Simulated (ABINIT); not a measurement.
# SnSe2 (Fm-3m): phonons by linear response, part 2 of 4

How does SnSe2 (Fm-3m) vibrate, and is this structure a minimum?

ABINIT 10.8.3; DFT LDA, scalar-relativistic, plane waves, HGH norm-conserving pseudopotentials.

So far. Step 5 (Relaxing the cell and atoms): The volume changes by -0.3 % in this run and stands +17.2 % from the first cell. Step 6 (Ground state): The cell stands at -1.1 GPa: the relaxation ran with a smoothed and higher cutoff, and the difference is a stress of the finite basis. The relaxed cell has a = 6.696 Å (conventional setting).

The structure was built from a prototype and need not be the compound's stable phase.

### Step 7. Linear response at Γ

At q = 0 one unit cell holds all displacements. The response is solved for single atoms along the cell's directions, and symmetry skips those that follow from others. The crystal is treated as a metal, which screens a static field, so no field response is asked.

dfpt_gamma.abi reads:

```

# common to the responses
getwfk_filepath "gso_WFK"
kptopt 2
nqpt 1
qpt 0.0 0.0 0.0
asr 0
chneut 0

# displacements
rfphon 1
rfatpol 1 3
rfdir 1 1 1
tolvrs 1.0d-10
prtwf 0

# basis, mesh and filling
ecut 20.0
ixc 7
ngkpt 8 8 8
nshiftk 1
shiftk 0.0 0.0 0.0
istwfk *1
occopt 6
tsmear 0.01
nband 14
nstep 100
diemac 1000000.0
prtebands 0
prtgsr 0
useylm 1

# cell and atoms
acell 3*1.0 Angstrom
rprim 
    0.0 3.348000843 3.348000843
    3.348000843 0.0 3.348000843
    3.348000843 3.348000843 0.0
ntypat 2
znucl 50 34
natom 3
typat 1 2 2
xred 
    0.0 0.0 0.0
    0.25 0.25 0.25
    0.75 0.75 0.75
pp_dirpath "./pseudo"
pseudos "Sn.hgh, Se.hgh"
```

The run is started by

```sh
> OMP_NUM_THREADS=1 mpirun -n 2 abinit dfpt_gamma.abi > dfpt_gamma.log
```

Numbers of over 12 decimals in the logs are rounded to 6 here.

dfpt_gamma.abo, the main output file:

```text
[banners, grids, parts of the stress and lines that vanish by symmetry left out]
- input  file    -> dfpt_gamma.abi
- output file    -> dfpt_gamma.abo
- root for input  files -> dfpt_gammai
- root for output files -> dfpt_gammao

 Symmetries : space group Fm -3 m (#225); Bravais cF (face-center cubic)
================================================================================
 Values of the parameters that define the memory need of the present run (RF).
     intxc =       0      iscf =       7    lmnmax =      14     lnmax =       6
     mgfft =      40  mpssoang =       3    mqgrid =    3001     natom =       3
  nloc_mem =       1    nspden =       1   nspinor =       1    nsppol =       1
      nsym =      48    n1xccc =       0    ntypat =       2    occopt =       6
   xclevel =       1
-    mband =          14        mffmem =           1         mkmem =         130
-   mkqmem =         130        mk1mem =         130           mpw =        2200
      nfft =       64000          nkpt =         260
- my_mband =          14
================================================================================
================================================================================

--------------------------------------------------------------------------------
------------- Echo of variables that govern the present computation ------------
--------------------------------------------------------------------------------
-
- outvars: echo of selected default values
-   iomode0 =  0 , fftalg0 =312 , wfoptalg0 =  0
-
- outvars: echo of global parameters not present in the input file
-  max_nthreads =    1
-
 -outvars: echo values of preprocessed input variables
 [... echo left out ...]
================================================================================

 chkinp: Checking input parameters for consistency.

[...]
== DATASET  1 ==================================================================
-   mpi_nproc: 2, omp_nthreads: 1 (-1 if OMP is not activated)

--- !DatasetInfo
iteration_state: {dtset: 1, }
dimensions: {natom: 3, nkpt: 260, mband: 14, nsppol: 1, nspinor: 1, nspden: 1, mpw: 2200, }
cutoff_energies: {ecut:  20.0, pawecutdg:  -1.0, }
electrons: {nelect:   1.60000000E+01, charge:   0.00000000E+00, occopt:   6.00000000E+00, tsmear:   1.00000000E-02, }
meta: {optdriver: 1, rfphon: 1, }
...

 mkfilename: getwfk from: gso_WFK

 Exchange-correlation functional for the present dataset will be:
  LDA: Perdew-Wang 92 LSD fit to Ceperley-Alder data - ixc=7
 Citation for XC functional:
  J.P.Perdew and Y.Wang, PRB 45, 13244 (1992)

 Real(R)+Recip(G) space primitive vectors, cartesian coordinates (Bohr,Bohr^-1):
 R(1)=  0.0000000  6.3268047  6.3268047  G(1)= -0.0790288  0.0790288  0.0790288
 R(2)=  6.3268047  0.0000000  6.3268047  G(2)=  0.0790288 -0.0790288  0.0790288
 R(3)=  6.3268047  6.3268047  0.0000000  G(3)=  0.0790288  0.0790288 -0.0790288
 Unit cell volume ucvol=  5.0650446E+02 bohr^3
 Angles (23,13,12)=  6.00000000E+01  6.00000000E+01  6.00000000E+01 degrees
 setup1 : take into account q-point for computing boxcut.

 getcut: wavevector=  0.0000  0.0000  0.0000  ngfft=  40  40  40
         ecut(hartree)=     20.000   => boxcut(ratio)=   2.22065

 getcut : COMMENT -
  Note that boxcut > 2.2 ; recall that boxcut=Gcut(box)/Gcut(sphere) = 2
  is sufficient for exact treatment of convolution.
  Such a large boxcut is a waste : you could raise ecut
  e.g. ecut=   24.656470 Hartrees makes boxcut=2

--- Pseudopotential description ------------------------------------------------
- pspini: atom type   1  psp file is ./pseudo/Sn.hgh

- pspini: atom type   2  psp file is ./pseudo/Se.hgh

   7.18266385E+02                                ecore*ucvol(ha*bohr**3)
--------------------------------------------------------------------------------

 ==>  initialize data related to q vector <==

 The list of irreducible perturbations for this q vector is:
    1)    idir= 1    ipert=   1
    2)    idir= 1    ipert=   2

[...]
The perturbation idir=   2  ipert=   1 is
 symmetric of a previously calculated perturbation.
 So, its SCF calculation is not needed.

 The perturbation idir=   3  ipert=   1 is
 symmetric of a previously calculated perturbation.
 So, its SCF calculation is not needed.

 The perturbation idir=   2  ipert=   2 is
 symmetric of a previously calculated perturbation.
 So, its SCF calculation is not needed.

 The perturbation idir=   3  ipert=   2 is
 symmetric of a previously calculated perturbation.
 So, its SCF calculation is not needed.

 The perturbation idir=   1  ipert=   3 is
 symmetric of a previously calculated perturbation.
 So, its SCF calculation is not needed.

 The perturbation idir=   2  ipert=   3 is
 symmetric of a previously calculated perturbation.
 So, its SCF calculation is not needed.

 The perturbation idir=   3  ipert=   3 is
 symmetric of a previously calculated perturbation.
 So, its SCF calculation is not needed.

--------------------------------------------------------------------------------
 Perturbation wavevector (in red.coord.)   0.000000  0.000000  0.000000
 Perturbation : displacement of atom   1   along direction   1
 Found     4 symmetries that leave the perturbation invariant.

[...]
dfpt_looppert : total number of electrons, from k and k+q
  fully or partially occupied states are    1.600000E+01 and    1.600000E+01.
 Initialisation of the first-order wave-functions :
  ireadwf=   0

--- !BeginCycle
iteration_state: {dtset: 1, }
solver: {iscf: 7, nstep: 100, nline: 4, wfoptalg: 0, }
tolerances: {tolvrs: 1.00E-10, }
...

     iter   2DEtotal(Ha)        deltaE(Ha) residm    vres2
-ETOT  1   15.701628117099     -7.359E+01 6.979E-01 4.380E+04
 ETOT  2   1.796449     -1.391E+01 6.669E-02 3.760E+02
 ETOT  3   1.690857     -1.056E-01 2.617E-03 3.847E+01
 ETOT  4   1.682952     -7.905E-03 1.371E-04 1.547E+00
 ETOT  5   1.682712     -2.407E-04 1.347E-05 5.736E-03
[...]
At SCF step    9       vres2   =  4.43E-11 < tolvrs=  1.00E-10 =>converged.
[...]
Mean square residual over all n,k,spin=   85.798E-15; max=  92.735E-12

 Thirteen components of 2nd-order total energy (hartree) are
 1,2,3: 0th-order hamiltonian combined with 1st-order wavefunctions
     kin0=   7.63728943E+01 eigvalue=   1.72153043E+00  local=  -1.96035260E+01
 4,5,6: 1st-order hamiltonian combined with 1st and 0th-order wfs
 loc psp =  -7.59860996E+01  Hartree=   1.35675313E+01     xc=  -7.60186711E+00
 note that "loc psp" includes a xc core correction that could be resolved
 7,8,9: eventually, occupation + non-local contributions
    edocc=   7.03166679E+00     enl0=   1.61220203E+01   enl1=  -9.92344013E+01
 1-9 gives the relaxation energy (to be shifted if some occ is /=2.0)
   erelax=  -8.76102508E+01
 10,11,12 Non-relaxation  contributions : frozen-wavefunctions and Ewald
 fr.local=   8.38339752E+00 fr.nonlo=   4.91301841E+01  Ewald=   3.17793800E+01
 13,14 Frozen wf xc core corrections (1) and (2)
 frxc 1  =   0.00000000E+00  frxc 2 =   0.00000000E+00
 Resulting in :
 2DEtotal=    0.1682710895E+01 Ha. Also 2DEtotal=    0.457888961000E+02 eV
    (2DErelax=   -8.7610250810E+01 Ha. 2DEnonrelax=    8.9292961705E+01 Ha)
    (  non-var. 2DEtotal :    1.6827112455E+00 Ha)

[...]
Perturbation wavevector (in red.coord.)   0.000000  0.000000  0.000000
 Perturbation : displacement of atom   2   along direction   1
 Found     2 symmetries that leave the perturbation invariant.

--------------------------------------------------------------------------------

--------------------------------------------------------------------------------

 dfpt_looppert : total number of electrons, from k and k+q
  fully or partially occupied states are    1.600000E+01 and    1.600000E+01.
 Initialisation of the first-order wave-functions :
  ireadwf=   0

--- !BeginCycle
iteration_state: {dtset: 1, }
solver: {iscf: 7, nstep: 100, nline: 4, wfoptalg: 0, }
tolerances: {tolvrs: 1.00E-10, }
...

     iter   2DEtotal(Ha)        deltaE(Ha) residm    vres2
-ETOT  1   156.49881773586     -3.026E+02 6.200E-01 4.460E+05
[...]
ETOT 11   1.604767     -4.661E-12 1.128E-12 1.742E-10
 ETOT 12   1.604767      6.253E-12 5.986E-14 7.385E-12

 At SCF step   12       vres2   =  7.38E-12 < tolvrs=  1.00E-10 =>converged.
[...]
Mean square residual over all n,k,spin=   53.051E-18; max=  59.857E-15

 Thirteen components of 2nd-order total energy (hartree) are
 1,2,3: 0th-order hamiltonian combined with 1st-order wavefunctions
     kin0=   4.46439013E+02 eigvalue=   7.69868673E+00  local=  -2.63197080E+02
 4,5,6: 1st-order hamiltonian combined with 1st and 0th-order wfs
 loc psp =  -2.08586047E+02  Hartree=   1.09625617E+02     xc=  -4.16915367E+01
 note that "loc psp" includes a xc core correction that could be resolved
 7,8,9: eventually, occupation + non-local contributions
    edocc=   2.53914485E+01     enl0=   1.73267346E+02   enl1=  -7.06480942E+02
 1-9 gives the relaxation energy (to be shifted if some occ is /=2.0)
   erelax=  -4.57533494E+02
 10,11,12 Non-relaxation  contributions : frozen-wavefunctions and Ewald
 fr.local=   6.72717765E+01 fr.nonlo=   3.52142260E+02  Ewald=   3.97242251E+01
 13,14 Frozen wf xc core corrections (1) and (2)
 frxc 1  =   0.00000000E+00  frxc 2 =   0.00000000E+00
 Resulting in :
 2DEtotal=    0.1604767393E+01 Ha. Also 2DEtotal=    0.436679453708E+02 eV
    (2DErelax=   -4.5753349448E+02 Ha. 2DEnonrelax=    4.5913826187E+02 Ha)
    (  non-var. 2DEtotal :    1.6047674169E+00 Ha)

[...]
---- first-order wavefunction calculations are completed ----

 ==> Compute Derivative Database <==

 [... matrices left out ...]
  Phonon wavevector (reduced coordinates) :  0.00000  0.00000  0.00000
 Phonon energies in Hartree :
   1.507742E-05  1.507742E-05  1.507742E-05  4.127106E-04  4.127106E-04
   4.127106E-04  4.528767E-04  4.528767E-04  4.528767E-04
 Phonon frequencies in cm-1    :
-  3.309112E+00  3.309112E+00  3.309112E+00  9.057951E+01  9.057951E+01
-  9.057951E+01  9.939494E+01  9.939494E+01  9.939494E+01

== END DATASET(S) ==============================================================
================================================================================

 -outvars: echo values of variables after computation
            acell      1.8897261259E+00  1.8897261259E+00  1.8897261259E+00 Bohr
           etotal      1.6047673932E+00
            fcart      0.0000000000E+00  0.0000000000E+00  0.0000000000E+00
           strten      0.0000000000E+00  0.0000000000E+00  0.0000000000E+00
================================================================================
```

Elapsed: 2.6 min, on 2 MPI ranks of Arm Neoverse V1, shared host; 5.3 min of CPU time.

Numbers from this step:

```
largest acoustic frequency at the zone centre before the sum rule : 3.31 cm⁻¹
highest optical zone-centre mode (no LO-TO term)                  : 99.39 cm⁻¹
lowest optical zone-centre mode                                   : 90.58 cm⁻¹
```

The acoustic modes at Γ come out as far as 3.3 cm⁻¹ from zero, where they should vanish, a small numerical error.

### Step 8. Zone-centre analysis

anaddb reads the merged derivatives and imposes the acoustic sum rule.

anaddb.abi reads:

```
ddb_filepath "gamma_DDB"
output_file "anaddb.abo"
outdata_prefix "anaddb"
asr 1
chneut 1
enunit 2
eivec 1
nph1l 1
qph1l 0.0 0.0 0.0 1.0
```

mrgddb.in reads:

```
gamma_DDB
merged
2
dfpt_gammao_DDB
gso_DDB
```

The run is started by

```sh
> mrgddb < mrgddb.in > mrgddb.log
> OMP_NUM_THREADS=1 anaddb anaddb.abi > anaddb.log
```

anaddb.abo, the main output file:

```text
-outvars_anaddb: echo values of input variables ----------------------

 Miscellaneous information :
      enunit         2
       eivec         1
         asr         1
 First list of wavevector (reduced coord.) :
       nph1l         1
       qph1l
                     0.00000000E+00  0.00000000E+00  0.00000000E+00    1.000E+00

================================================================================

 read the DDB information and perform some checks

  ==== Info on the Cryst% object ====
 Real(R)+Recip(G) space primitive vectors, cartesian coordinates (Bohr,Bohr^-1):
 R(1)=  0.0000000  6.3268047  6.3268047  G(1)= -0.0790288  0.0790288  0.0790288
 R(2)=  6.3268047  0.0000000  6.3268047  G(2)=  0.0790288 -0.0790288  0.0790288
 R(3)=  6.3268047  6.3268047  0.0000000  G(3)=  0.0790288  0.0790288 -0.0790288
 Unit cell volume ucvol=  5.0650446E+02 bohr^3
 Angles (23,13,12)=  6.00000000E+01  6.00000000E+01  6.00000000E+01 degrees
 Time-reversal symmetry is present
 Reduced atomic positions [iatom, xred, symbol]:
    1)    0.0000000  0.0000000  0.0000000  Sn
    2)    0.2500000  0.2500000  0.2500000  Se
    3)    0.7500000  0.7500000  0.7500000  Se

 DDB file with 3 blocks has been read.

================================================================================

 Treat the first list of vectors

  Phonon wavevector (reduced coordinates) :  0.00000  0.00000  0.00000
 Phonon energies in Hartree :
   0.000000E+00  0.000000E+00  0.000000E+00  4.125051E-04  4.125051E-04
   4.125051E-04  4.524306E-04  4.524306E-04  4.524306E-04
 Phonon energies in meV     :
-  0.000000E+00  0.000000E+00  0.000000E+00  1.122484E+01  1.122484E+01
-  1.122484E+01  1.231126E+01  1.231126E+01  1.231126E+01
 Phonon frequencies in cm-1    :
-  0.000000E+00  0.000000E+00  0.000000E+00  9.053441E+01  9.053441E+01
-  9.053441E+01  9.929703E+01  9.929703E+01  9.929703E+01
 Phonon frequencies in Thz     :
-  0.000000E+00  0.000000E+00  0.000000E+00  2.714153E+00  2.714153E+00
-  2.714153E+00  2.976850E+00  2.976850E+00  2.976850E+00
 Phonon energies in Kelvin  :
-  0.000000E+00  0.000000E+00  0.000000E+00  1.302588E+02  1.302588E+02
-  1.302588E+02  1.428663E+02  1.428663E+02  1.428663E+02

 Eigendisplacements
 (will be given, for each mode : in cartesian coordinates
   for each atom the real part of the displacement vector,
   then the imaginary part of the displacement vector - absolute values smaller than 1.0d-7 are set to zero)
  Mode number    1   Energy    0.000000E+00
 Attention : low frequency mode.
   (Could be unstable or acoustic mode)
-  1  0.00000000E+00  0.00000000E+00  1.40822421E-03
-     0.00000000E+00  0.00000000E+00  0.00000000E+00
-  2  0.00000000E+00  0.00000000E+00  1.40821572E-03
-     0.00000000E+00  0.00000000E+00  0.00000000E+00
-  3  0.00000000E+00  0.00000000E+00  1.40821572E-03
-     0.00000000E+00  0.00000000E+00  0.00000000E+00
  Mode number    2   Energy    0.000000E+00
 Attention : low frequency mode.
   (Could be unstable or acoustic mode)
-  1  0.00000000E+00  1.40822421E-03  0.00000000E+00
-     0.00000000E+00  0.00000000E+00  0.00000000E+00
-  2  0.00000000E+00  1.40821572E-03  0.00000000E+00
-     0.00000000E+00  0.00000000E+00  0.00000000E+00
-  3  0.00000000E+00  1.40821572E-03  0.00000000E+00
-     0.00000000E+00  0.00000000E+00  0.00000000E+00
  Mode number    3   Energy    0.000000E+00
 Attention : low frequency mode.
   (Could be unstable or acoustic mode)
-  1  1.40822421E-03  0.00000000E+00  0.00000000E+00
-     0.00000000E+00  0.00000000E+00  0.00000000E+00
-  2  1.40821572E-03  0.00000000E+00  0.00000000E+00
-     0.00000000E+00  0.00000000E+00  0.00000000E+00
-  3  1.40821572E-03  0.00000000E+00  0.00000000E+00
-     0.00000000E+00  0.00000000E+00  0.00000000E+00
  Mode number    4   Energy    4.125051E-04
-  1  0.00000000E+00  0.00000000E+00  1.62421719E-03
-     0.00000000E+00  0.00000000E+00  0.00000000E+00
-  2  0.00000000E+00  0.00000000E+00 -1.22094722E-03
-     0.00000000E+00  0.00000000E+00  0.00000000E+00
-  3  0.00000000E+00  0.00000000E+00 -1.22094722E-03
-     0.00000000E+00  0.00000000E+00  0.00000000E+00
  Mode number    5   Energy    4.125051E-04
-  1  0.00000000E+00 -1.62421719E-03  0.00000000E+00
-     0.00000000E+00  0.00000000E+00  0.00000000E+00
-  2  0.00000000E+00  1.22094722E-03  0.00000000E+00
-     0.00000000E+00  0.00000000E+00  0.00000000E+00
-  3  0.00000000E+00  1.22094722E-03  0.00000000E+00
-     0.00000000E+00  0.00000000E+00  0.00000000E+00
  Mode number    6   Energy    4.125051E-04
-  1  1.62421719E-03  0.00000000E+00  0.00000000E+00
-     0.00000000E+00  0.00000000E+00  0.00000000E+00
-  2 -1.22094722E-03  0.00000000E+00  0.00000000E+00
-     0.00000000E+00  0.00000000E+00  0.00000000E+00
-  3 -1.22094722E-03  0.00000000E+00  0.00000000E+00
-     0.00000000E+00  0.00000000E+00  0.00000000E+00
  Mode number    7   Energy    4.524306E-04
-  1  0.00000000E+00  0.00000000E+00  0.00000000E+00
-     0.00000000E+00  0.00000000E+00  0.00000000E+00
-  2  0.00000000E+00  0.00000000E+00  1.86380890E-03
-     0.00000000E+00  0.00000000E+00  0.00000000E+00
-  3  0.00000000E+00  0.00000000E+00 -1.86380890E-03
-     0.00000000E+00  0.00000000E+00  0.00000000E+00
  Mode number    8   Energy    4.524306E-04
-  1  0.00000000E+00  0.00000000E+00  0.00000000E+00
-     0.00000000E+00  0.00000000E+00  0.00000000E+00
-  2  0.00000000E+00  1.86380890E-03  0.00000000E+00
-     0.00000000E+00  0.00000000E+00  0.00000000E+00
-  3  0.00000000E+00 -1.86380890E-03  0.00000000E+00
-     0.00000000E+00  0.00000000E+00  0.00000000E+00
  Mode number    9   Energy    4.524306E-04
-  1  0.00000000E+00  0.00000000E+00  0.00000000E+00
-     0.00000000E+00  0.00000000E+00  0.00000000E+00
-  2  1.86380890E-03  0.00000000E+00  0.00000000E+00
-     0.00000000E+00  0.00000000E+00  0.00000000E+00
-  3 -1.86380890E-03  0.00000000E+00  0.00000000E+00
-     0.00000000E+00  0.00000000E+00  0.00000000E+00

 Analysis of degeneracies and characters (maximum tolerance=1.00E-06 a.u.)
 For each vibration mode, or group of modes if degenerate,
 the characters are given for each symmetry operation (see the list in the log file).
 Symmetry characters of vibration mode #   1
       degenerate with vibration modes #   2 to    3
  3.0 -3.0 -1.0  1.0 -1.0  1.0 -1.0  1.0  1.0 -1.0 -1.0  1.0  1.0 -1.0 -1.0  1.0
 -0.0  0.0  0.0 -0.0 -0.0  0.0  0.0 -0.0  1.0 -1.0 -1.0  1.0 -1.0  1.0  1.0 -1.0
 -0.0  0.0 -0.0  0.0  0.0 -0.0  0.0 -0.0  1.0 -1.0  1.0 -1.0 -1.0  1.0 -1.0  1.0
 Symmetry characters of vibration mode #   4
       degenerate with vibration modes #   5 to    6
  3.0 -3.0 -1.0  1.0 -1.0  1.0 -1.0  1.0  1.0 -1.0 -1.0  1.0  1.0 -1.0 -1.0  1.0
  0.0 -0.0 -0.0  0.0  0.0 -0.0 -0.0  0.0  1.0 -1.0 -1.0  1.0 -1.0  1.0  1.0 -1.0
  0.0 -0.0  0.0 -0.0 -0.0  0.0 -0.0  0.0  1.0 -1.0  1.0 -1.0 -1.0  1.0 -1.0  1.0
 Symmetry characters of vibration mode #   7
       degenerate with vibration modes #   8 to    9
  3.0  3.0 -1.0 -1.0 -1.0 -1.0 -1.0 -1.0  1.0  1.0 -1.0 -1.0  1.0  1.0 -1.0 -1.0
  0.0  0.0 -0.0 -0.0  0.0  0.0 -0.0 -0.0  1.0  1.0 -1.0 -1.0 -1.0 -1.0  1.0  1.0
  0.0  0.0  0.0  0.0 -0.0 -0.0 -0.0 -0.0  1.0  1.0  1.0  1.0 -1.0 -1.0 -1.0 -1.0
-
```

It took 0.5 s on 1 thread.

This step gave:

- highest optical zone-centre mode (no LO-TO term): 99.3 cm⁻¹
- lowest optical zone-centre mode: 90.53 cm⁻¹

No LO-TO term; unit eigenvectors of the mass-weighted matrix, from anaddb's displacements. The modes at Γ (shares of kinetic energy by element, %):

```
mode  frequency (cm⁻¹)  symmetry  Sn %  Se %
   1               0.0  acoustic    43    57
   2               0.0  acoustic    43    57
   3               0.0  acoustic    43    57
   4              90.5       T1u    57    43
   5              90.5       T1u    57    43
   6              90.5       T1u    57    43
   7              99.3       T2g     0   100
   8              99.3       T2g     0   100
   9              99.3       T2g     0   100
```

Displacements in mode 4 (90.5 cm⁻¹), the largest set to 1:
```
Sn1  0.00  0.00  1.00
Se2  0.00  0.00 -0.75
Se3  0.00  0.00 -0.75
```

Displacements in mode 7 (99.3 cm⁻¹), the largest set to 1:
```
Sn1  0.00  0.00  0.00
Se2  0.00  0.00  1.00
Se3  0.00  0.00 -1.00
```

The rule moves no optical mode by more than 0.1 cm⁻¹.

[end of part 2 of 4]

[Host names and launcher messages were left out of these logs when they were recorded.]

[Logs are printed without paths, hosts, clocks, repeated set-up lines and the standing remarks that a program may print on its own settings, such as how far it seeks lower states.]

[Hosts, paths, dates, database ids (printed as entryN), source tags and the programs' standing remarks are cut or masked in the printed files.]
